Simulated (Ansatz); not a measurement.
# Decaying states in the gap of Br2ClF, part 2 of 3

Aim: relax a made-up compound, Br2ClF, and see how good a tunnel barrier it would be. It is built by putting F for part of the Cl in the BrCl structure of space group Cmcm, with the volume rescaled by atomic radii. The parent structure comes from the Materials Project.

Ansatz 0.2.0; r2SCAN DFT, plane waves, PAW files (the session's first sound run).

So far. Step 2 (Relaxing the new crystal): The largest force component on a free atom ends at 0.0066 eV/Å.

The structure was built from a prototype and need not be the compound's stable phase.

## (3) The bulk crystal and its band edges

The energy window and the wavevectors of the next steps follow from the band edges, so these are searched first, off the mesh as well.

input.yaml reads:

```yaml
crystal:
  lattice:
    - [3.3379329959, -2.2624580628, 0.0]
    - [3.3379329959, 2.2624580628, 0.0]
    - [0.0, 0.0, 7.266796454]
  atoms:
    - { symbol: Br, position: [-0.0100391908, 0.0100391908, -0.0107594615] }
    - { symbol: Br, position: [-0.0100391908, 0.0100391908, 0.5107594615] }
    - { symbol: Cl, position: [0.2822705679, 0.7177294321, 0.25] }
    - { symbol: F, position: [0.7378078137, 0.2621921863, 0.75] }
kpoints:
  mp_grid: { grid: [6, 6, 4] }
  band_path: { path: [VBM, CBM], npoints: 30 }
scf:
  occupations: { method: fixed }
hamiltonian:
  xc: r2scan
output:
  eigenvalues: true
  write_potential: true
  write_density: true
  volumetric_format: npy
  elf: true
```

Started as:

```console
$ ansatz run input.yaml --threads 2 --pin off --max-ram 4096MiB --backend cpu --events-out ev --progress --plain --runs-dir out
```

Numbers of over 12 decimals in the logs are rounded to 6 here.

The log of the run:

```text
[...]
Crystal: 4 atoms, lattice volume = 109.757 Å³
Basis set: ecut = 500 eV, 2791 PW (Γ), exchange–correlation on 120×120×216 points (64 copies of the dense FFT grid, shifted against one another)
Bands: 18, of which v1, the nominal top of the filled ones, is band 14 counted from 1 (13 counted from 0)
Symmetry: 4 space group operations
[...]
k-points: 39 of 144 (time reversal used)
[...]
SCF iter   1: F=—  HF=-7477.250596 eV  |F-HF|=—  |Δ(HF+E_count)|=         —  Δρ=5.78e-3  dr2=5.11e-2  dr2_τ=5.82e-2  ethr=1.77e-3  ⟨swp⟩=5.0  Hψ=3276  notcnv=0  defer=78
[...]
SCF iter   7: F=-7477.264157 eV  HF=-7477.264157 eV  |F-HF|=1.72e-8  |Δ(HF+E_count)|=   5.94e-7  Δρ=3.23e-6  dr2=1.34e-8  dr2_τ=8.92e-10  ethr=3.57e-10  ⟨swp⟩=6.8  Hψ=3212  notcnv=0
SCF 1 converged in 7 iterations: F = -7477.264157 eV  dr2 = 1.34e-8
[...]
NSCF: frozen V_eff on 52 k-points
[...]
SCF converged after 7 iterations
Free energy (F): -7477.264157 eV
[...]
Internal energy: -7477.264157 eV  (E = F + TS)
E sigma→0 (E₀):  -7477.264157 eV
Fermi energy:    0.557510 eV
[...]
--- Band table (eV; the first three rows and the last of 39) ---
  k-point 0: bands = [... 10 lower, -0.8438, -0.0468, 0.0435, 0.5575, 2.6293, 4.1731, 7.3270, 8.9823]
  k-point 1: bands = [... 10 lower, -0.6430, -0.1560, 0.1194, 0.5030, 2.7975, 3.9451, 7.6442, 8.8668]
  k-point 2: bands = [... 10 lower, -0.3952, -0.3550, 0.2296, 0.4134, 3.1127, 3.5733, 8.1513, 8.5451]
  k-point 38: bands = [... 10 lower, -0.6279, -0.5419, -0.3720, 0.0450, 3.0582, 3.5025, 9.9188, 10.2800]
```

Run time: 23 s. Hardware: 2 threads of Arm Neoverse V2, shared host; peak memory 0.5 GiB.

Reading the cycles: dr2 is the Hartree energy of the density residual (eV), the measure of convergence; HF is the Harris–Foulkes estimate of the energy, which meets the free energy F at convergence.

Numbers from this step:

| Property | Result |
| --- | --- |
| Fermi energy | 0.5575 eV |
| gap on the k-mesh | 2.060 eV |
| gap on path | 2.040 eV, by band count; negative where bands overlap |
| direct gap on path | 2.070 eV |
| edge places on path | 0, 0.2459 1/A along the path |

Electronic bands along the path, in eV, zero at the Fermi level (highest filled level under fixed occupations); v1 is the highest filled band, c1 the lowest empty one:

| point | v4 | v3 | v2 | v1 | c1 | c2 | c3 |
| --- | --- | --- | --- | --- | --- | --- | --- |
| VBM | -1.40 | -0.60 | -0.51 | 0.00 | 2.07 | 3.62 | 6.77 |
| halfway | -1.36 | -0.63 | -0.54 | -0.01 | 2.06 | 3.64 | 6.85 |
| CBM | -1.27 | -0.69 | -0.61 | -0.05 | 2.04 | 3.72 | 7.09 |

ELF in the ac plane of the cell as run, not the conventional one, at fractional y = 0.010, with atoms of Br within 0.2 Å of it. It is the smooth field of the valence electrons, not physical close to the nuclei.

Ten even steps from '0' (0.00) to '9' (0.94), each cell a mean:
```
03999600279950
37998500147862
78997400012456
45664100001123
11110000012221
00000000124432
00000000023321
34543100001122
78887300001245
58998500035764
05999600268950
02898500389950
02886300389972
46652100269997
65431000047887
34433210013443
34565520000011
35677631000001
34666530000001
34444310001222
54321100026766
66542000168997
13875200389983
02897400389960
```
Columns run along a (4.0 Å), rows up along c (7.3 Å). Atoms in or near the plane, at fractional coordinates: Br at (0.99, 0.99), Br at (0.99, 0.51).

Valence density in the ac plane of the cell as run, not the conventional one, at fractional y = 0.010, with atoms of Br within 0.2 Å of it. It is the smooth field of the valence electrons, not physical close to the nuclei.

Ten even steps from '0' (0.0 e/Å³) to '9' (1.2 e/Å³), each cell a mean:
```
38952000013784
79841000002576
66420000001246
32110000001123
10000000001221
00000000001221
10000000001221
21100000001122
54310000001234
78631000002467
48951000013684
26952000014893
46741000013796
77521000002478
54320000001245
22211000000012
12221000000001
12221100000000
12221100000000
22221000000011
43210000000123
66421000001367
57741000013697
26951000014894
```
Columns run along a (4.0 Å), rows up along c (7.3 Å). Atoms in or near the plane, at fractional coordinates: Br at (0.99, 0.99), Br at (0.99, 0.51).

Electrostatic potential energy in the ac plane of the cell as run, not the conventional one, at fractional y = 0.010, with atoms of Br within 0.2 Å of it. With pseudopotentials it is smooth inside the atoms' cores, unlike the true potential.

Ten even steps from '_' (-73 eV) to '@' (8 eV), each cell a mean:
```
____==%%@@@@@@@@@@@@%%**..__
__::**%%@@@@@@@@@@@@@@##--..
++**%%@@@@@@@@@@@@@@@@%%##++
%%%%@@@@@@@@@@@@@@@@@@@@%%%%
@@@@@@@@@@@@@@@@@@@@@@@@@@@@
@@@@@@@@@@@@@@@@@@@@@@@@@@@@
@@@@@@@@@@@@@@@@@@@@@@@@@@@@
@@@@@@@@@@@@@@@@@@@@@@@@@@@@
####@@@@@@@@@@@@@@@@@@@@%%##
::--##@@@@@@@@@@@@@@@@%%==::
____==%%@@@@@@@@@@@@%%**..__
____--##@@@@@@@@@@@@%%++..__
____==%%@@@@@@@@@@@@@@**::__
--==##%%@@@@@@@@@@@@@@%%++--
####%%@@@@@@@@@@@@@@@@@@%%##
@@@@@@@@@@@@@@@@@@@@@@@@@@@@
@@@@@@@@@@@@@@@@@@@@@@@@@@@@
@@@@@@@@@@@@@@@@@@@@@@@@@@@@
@@@@@@@@@@@@@@@@@@@@@@@@@@@@
@@@@@@@@@@@@@@@@@@@@@@@@@@@@
%%%%@@@@@@@@@@@@@@@@@@@@%%%%
==**%%@@@@@@@@@@@@@@@@%%##++
__..++%%@@@@@@@@@@@@@@##--__
____==##@@@@@@@@@@@@%%**..__
```
Columns run along a (4.0 Å; values clipped at the 3rd and 97th percentile), rows up along c (7.3 Å). Atoms in or near the plane, at fractional coordinates: Br at (0.99, 0.99), Br at (0.99, 0.51).

The searched edges give 2.04 eV, against 2.06 eV on the mesh.

## (4) Decaying states in the gap, plane (100), k-mesh 6×6×4

This step: r2SCAN DFT, plane waves, PAW files; complex bands by layer matching along the plane's normal (Ansatz 0.2.0).

The same crystal is laid in a cell whose first two vectors span the (100) plane (indices of the standard conventional cell, whose axes can be ordered otherwise than in the bulk input). At fixed energy and wavevector in the plane the solver finds all kz, real and complex. A few wavevectors are listed, (0, 0), (0.0885, -0.0885) and (0.5, 0) in units of the plane's reciprocal vectors; the slowest state needn't be among them.

input.yaml reads:

```yaml
crystal:
  lattice:
    - [4.032432662, 0.0, 0.0]
    - [1.493659214, 3.745596791, 0.0]
    - [0.0, 0.0, 7.266796454]
  atoms:
    - { symbol: Br, position: [0.0100391908, 0.9899608092, 0.0107594615] }
    - { symbol: Br, position: [0.0100391908, 0.9899608092, 0.4892405385] }
    - { symbol: Cl, position: [0.7177294321, 0.2822705679, 0.75] }
    - { symbol: F, position: [0.2621921863, 0.7378078137, 0.25] }
kpoints:
  mp_grid: { grid: [6, 6, 4] }
scf:
  occupations: { method: fixed }
hamiltonian:
  xc: r2scan
output:
  eigenvalues: true
  transmission:
    leads: [[0, 0]]
    kpoints: [[0.0, 0.0], [0.0885, -0.0885], [0.5, 0.0]]
    e_range: [-1.0, 3.04]
    de: 0.08
```

The log of the run:

```text
[...]
Crystal: 4 atoms, lattice volume = 109.757 Å³
Basis set: ecut = 500 eV, 2791 PW (Γ), exchange–correlation on 120×120×216 points (64 copies of the dense FFT grid, shifted against one another)
Bands: 18, of which v1, the nominal top of the filled ones, is band 14 counted from 1 (13 counted from 0)
Symmetry: 4 space group operations
[...]
k-points: 39 of 144 (time reversal used)
[...]
SCF iter   1: F=—  HF=-7477.250606 eV  |F-HF|=—  |Δ(HF+E_count)|=         —  Δρ=5.78e-3  dr2=5.11e-2  dr2_τ=5.82e-2  ethr=1.77e-3  ⟨swp⟩=5.0  Hψ=3276  notcnv=0  defer=78
[...]
SCF iter   7: F=-7477.264157 eV  HF=-7477.264157 eV  |F-HF|=1.72e-8  |Δ(HF+E_count)|=   5.94e-7  Δρ=3.23e-6  dr2=1.34e-8  dr2_τ=8.87e-10  ethr=3.57e-10  ⟨swp⟩=6.8  Hψ=3237  notcnv=0
SCF 1 converged in 7 iterations: F = -7477.264157 eV  dr2 = 1.34e-8
[...]
transmission: 12 of 36 steps passed
transmission: 24 of 36 steps passed
transmission: 36 of 36 steps passed
SCF converged after 7 iterations
Free energy (F): -7477.264157 eV
[...]
Internal energy: -7477.264157 eV  (E = F + TS)
E sigma→0 (E₀):  -7477.264157 eV
Fermi energy:    0.557510 eV
[...]
--- Band table (eV; the first three rows and the last of 39) ---
  k-point 0: bands = [... 10 lower, -0.8438, -0.0468, 0.0435, 0.5575, 2.6293, 4.1731, 7.3270, 8.9823]
  k-point 1: bands = [... 10 lower, -0.6430, -0.1560, 0.1194, 0.5030, 2.7975, 3.9451, 7.6442, 8.8668]
  k-point 2: bands = [... 10 lower, -0.3952, -0.3550, 0.2296, 0.4134, 3.1127, 3.5733, 8.1513, 8.5451]
  k-point 38: bands = [... 10 lower, -0.6279, -0.5419, -0.3720, 0.0450, 3.0582, 3.5025, 9.9188, 10.2800]
--- Transmission ---
  basis      : 161 plane waves across, 12 finite elements along
  points     : 3, as listed
  energies   : 51 from -1.000000 to 3.000000 eV about the Fermi level, 0.080000 eV apart; the leads are filled to 1.029810 eV, and channels, transmission and decay are at 1.000000 eV
  crystal 0  : F1Br2Cl1, at the sites [0, 0], period 7.2668 Å: whole cells are its period
    offset         : up to 0.0000 Å between an atom of the period and one for which it stands
    channels       : 0.000000e0 a spin
    conductance    : none, the energies end too early or step too widely for 300 K: set another output.transmission.e_range or a lower de, or, where they end at an eighth of basis.ecutwfc, a higher one
    slowest decay  : 0.3284 /Å at (0.5000, 0.0000)
```

Elapsed: 28 s, on 2 threads; peak memory 0.6 GiB; 45 s of CPU time.

Numbers from this step:

```yaml
level_to_which_the_leads_are_filled: 1.030 eV from the Fermi level
decay_constant_at_the_filling_level_zone_centre: 0.4478 Å⁻¹
decay_constant_at_the_filling_level_slowest_listed_point: 0.3284 Å⁻¹
```

K parallel (0, 0); values up to 1.5 1/Å, a degenerate pair printed once or twice; energies at which all values exceed this have no row. The Im kz of the slowest decaying states by energy, zero at the highest filled level on the SCF mesh:

```
energy (eV)  decay 1 (Å⁻¹)  decay 2 (Å⁻¹)  decay 3 (Å⁻¹)  decay 4 (Å⁻¹)
    -1.0000          0.407          0.410          0.518           1.42
    -0.7600          0.322          0.457           1.40              -
    -0.5200         0.0565          0.170          0.468           1.37
    -0.2800         0.0912          0.297          0.478           1.35
    -0.0400          0.358          0.485           1.33              -
     0.2800          0.405          0.437          0.488           1.30
     0.5200          0.427          0.487          0.570           1.27
     0.7600          0.441          0.482          0.666           1.25
     1.0000          0.448          0.474          0.742           1.23
     1.2400          0.446          0.464          0.806           1.21
     1.4800          0.421          0.458          0.861           1.19
     1.7200          0.319          0.480          0.911           1.17
     1.9600          0.175          0.498          0.957           1.16
     2.2800          0.511           1.02           1.13           1.34
     2.5200          0.516           1.07           1.11           1.29
     2.7600         0.0828          0.518           1.11           1.13
     3.0000         0.0293          0.518           1.09           1.17
```

K parallel (0.0885, -0.0885); values up to 1.5 1/Å, a degenerate pair printed once or twice; energies at which all values exceed this have no row. Im kz of the slowest decaying states against energy, zero at the highest filled level on the SCF mesh:

```csv
energy (eV),decay 1 (Å⁻¹),decay 2 (Å⁻¹),decay 3 (Å⁻¹),decay 4 (Å⁻¹)
-1.0000,0.365,0.487,1.34,-
-0.7600,0.166,0.251,0.590,1.32
-0.5200,0.259,0.265,0.643,1.30
-0.2800,0.105,0.320,0.329,0.662
-0.0400,0.0669,0.344,0.379,0.666
0.2800,0.355,0.436,0.445,0.656
0.5200,0.354,0.480,0.561,0.635
0.7600,0.346,0.550,0.580,0.645
1.0000,0.331,0.569,0.712,1.15
1.2400,0.308,0.572,0.766,1.13
1.4800,0.272,0.572,0.813,1.11
1.7200,0.217,0.572,0.853,1.09
1.9600,0.114,0.571,0.889,1.07
2.2800,0.570,0.935,1.04,1.43
2.5200,0.569,0.991,1.41,-
2.7600,0.0357,0.567,0.992,1.39
3.0000,0.0383,0.564,0.993,1.37
```

K parallel (0.5, 0); values up to 1.5 1/Å, a degenerate pair printed once or twice; energies at which all values exceed this have no row. Im kz of the slowest decaying states against energy, zero at the highest filled level on the SCF mesh:

```csv
energy (eV),decay 1 (Å⁻¹),decay 2 (Å⁻¹),decay 3 (Å⁻¹),decay 4 (Å⁻¹)
-1.0000,0.318,1.20,1.30,-
-0.7600,0.114,0.220,1.17,1.27
-0.5200,0.0750,0.135,1.13,1.23
-0.2800,0.0323,0.343,1.08,1.19
-0.0400,0.187,0.315,0.473,1.01
0.2800,0.251,0.506,0.706,0.786
0.5200,0.283,0.585,0.916,1.09
0.7600,0.308,0.571,1.00,1.07
1.0000,0.328,0.568,1.04,1.05
1.2400,0.345,0.466,0.665,1.02
1.4800,0.358,0.408,0.710,1.00
1.7200,0.349,0.370,0.744,0.983
1.9600,0.277,0.381,0.772,0.965
2.2800,0.0998,0.395,0.802,0.940
2.5200,0.407,0.821,0.922,1.10
2.7600,0.421,0.837,0.904,1.10
3.0000,0.0416,0.436,0.851,0.885
```

At the listed wavevectors the last open channel is at -0.04 eV and the next at +2.04 eV on the grid. At +1.00 eV, the grid energy nearest the filling level (the middle of the gap on the SCF mesh), the slowest state at the listed wavevectors decays with κ = 0.328 Å⁻¹, its amplitude falling by e over 3.0 Å. Through 1 nm of this crystal that state's transmission falls by exp(−2 × 0.328 Å⁻¹ × 10 Å) = 0.0014.

## (5) Decay over the two-dimensional zone

The listed points could miss the slowest state, so one energy near mid-gap is solved on a mesh of 12×12.

input.yaml, as its differences from that of step 4:

```diff
@@ -18,6 +18,2 @@
   eigenvalues: true
-  transmission:
-    leads: [[0, 0]]
-    kpoints: [[0.0, 0.0], [0.0885, -0.0885], [0.5, 0.0]]
-    e_range: [-1.0, 3.04]
-    de: 0.08
+  transmission: { leads: [[0, 0]], kmesh: [12, 12], e_range: [1.02, 1.03], de: 0.05 }
```

The log of the run:

```text
[...]
Crystal: 4 atoms, lattice volume = 109.757 Å³
Basis set: ecut = 500 eV, 2791 PW (Γ), exchange–correlation on 120×120×216 points (64 copies of the dense FFT grid, shifted against one another)
Bands: 18, of which v1, the nominal top of the filled ones, is band 14 counted from 1 (13 counted from 0)
Symmetry: 4 space group operations
[...]
k-points: 39 of 144 (time reversal used)
[...]
SCF iter   1: F=—  HF=-7477.250606 eV  |F-HF|=—  |Δ(HF+E_count)|=         —  Δρ=5.78e-3  dr2=5.11e-2  dr2_τ=5.82e-2  ethr=1.77e-3  ⟨swp⟩=5.0  Hψ=3276  notcnv=0  defer=78
[...]
SCF iter   7: F=-7477.264157 eV  HF=-7477.264157 eV  |F-HF|=1.72e-8  |Δ(HF+E_count)|=   5.94e-7  Δρ=3.23e-6  dr2=1.34e-8  dr2_τ=8.87e-10  ethr=3.57e-10  ⟨swp⟩=6.8  Hψ=3237  notcnv=0
SCF 1 converged in 7 iterations: F = -7477.264157 eV  dr2 = 1.34e-8
[...]
transmission: 72 of 516 steps passed
transmission: 108 of 516 steps passed
[...]
transmission: 516 of 516 steps passed
SCF converged after 7 iterations
Free energy (F): -7477.264157 eV
[...]
Internal energy: -7477.264157 eV  (E = F + TS)
E sigma→0 (E₀):  -7477.264157 eV
Fermi energy:    0.557510 eV
[...]
--- Band table (eV; the first three rows and the last of 39) ---
  k-point 0: bands = [... 10 lower, -0.8438, -0.0468, 0.0435, 0.5575, 2.6293, 4.1731, 7.3270, 8.9823]
  k-point 1: bands = [... 10 lower, -0.6430, -0.1560, 0.1194, 0.5030, 2.7975, 3.9451, 7.6442, 8.8668]
  k-point 2: bands = [... 10 lower, -0.3952, -0.3550, 0.2296, 0.4134, 3.1127, 3.5733, 8.1513, 8.5451]
  k-point 38: bands = [... 10 lower, -0.6279, -0.5419, -0.3720, 0.0450, 3.0582, 3.5025, 9.9188, 10.2800]
--- Transmission ---
  basis      : 161 plane waves across, 12 finite elements along
  points     : 43, standing for a mesh of 12 x 12
  energies   : 1 from 1.020000 to 1.020000 eV about the Fermi level; the leads are filled to 1.029810 eV, and channels, transmission and decay are at 1.020000 eV
  crystal 0  : F1Br2Cl1, at the sites [0, 0], period 7.2668 Å: whole cells are its period
[...]
channels       : 0.000000e0 a spin
    conductance    : none, crystal 0 has no channel at the energies, or these end too early or step too widely for 300 K: set another output.transmission.e_range or a lower de, or, where they end at an eighth of basis.ecutwfc, a higher one
    slowest decay  : 0.3299 /Å at (0.5000, 0.0000)
```

The job ended after 31 s (2 threads; peak memory 0.67 GiB; 60 s of CPU time).

This step gave:

- least decay constant on the mesh: 0.3299 Å⁻¹

Slowest decay constant (1/Å; 0 where a channel is open) over k1 and k2. At 1.0200 eV from the Fermi level.

Values, 12 rows by 12 columns:
```
0.490 0.442 0.415 0.368 0.339 0.331 0.344 0.377 0.408 0.420 0.481 0.467
0.436 0.415 0.367 0.339 0.332 0.348 0.383 0.382 0.393 0.453 0.480 0.481
0.418 0.368 0.339 0.333 0.351 0.380 0.353 0.365 0.418 0.482 0.453 0.420
0.371 0.339 0.332 0.351 0.368 0.333 0.342 0.394 0.454 0.418 0.393 0.408
0.341 0.331 0.348 0.380 0.333 0.332 0.384 0.447 0.394 0.365 0.382 0.377
0.330 0.344 0.383 0.353 0.342 0.384 0.448 0.384 0.342 0.353 0.383 0.344
0.341 0.377 0.382 0.365 0.394 0.447 0.384 0.332 0.333 0.380 0.348 0.331
0.371 0.408 0.393 0.418 0.454 0.394 0.342 0.333 0.368 0.351 0.332 0.339
0.418 0.420 0.453 0.482 0.418 0.365 0.353 0.380 0.351 0.333 0.339 0.368
0.436 0.481 0.480 0.453 0.393 0.382 0.383 0.348 0.332 0.339 0.367 0.415
0.490 0.467 0.481 0.420 0.408 0.377 0.344 0.331 0.339 0.368 0.415 0.442
0.463 0.490 0.436 0.418 0.371 0.341 0.330 0.341 0.371 0.418 0.436 0.490
```
Columns: k1 (b1) from -0.5 to 0.417; rows upwards: k2 (b2) from -0.5 to 0.417.

The least value on the mesh is 0.330 Å⁻¹ at +1.02 eV. At that energy the listed points give about 0.329 Å⁻¹ by interpolation, so the mesh holds no clearly slower state.

[end of part 2 of 3]

[Logs are printed without paths, hosts, clocks, repeated set-up lines and the standing remarks that a program may print on its own settings, such as how far it seeks lower states.]

[Hosts, paths, dates, database ids (printed as entryN), source tags and the programs' standing remarks are cut or masked in the printed files.]
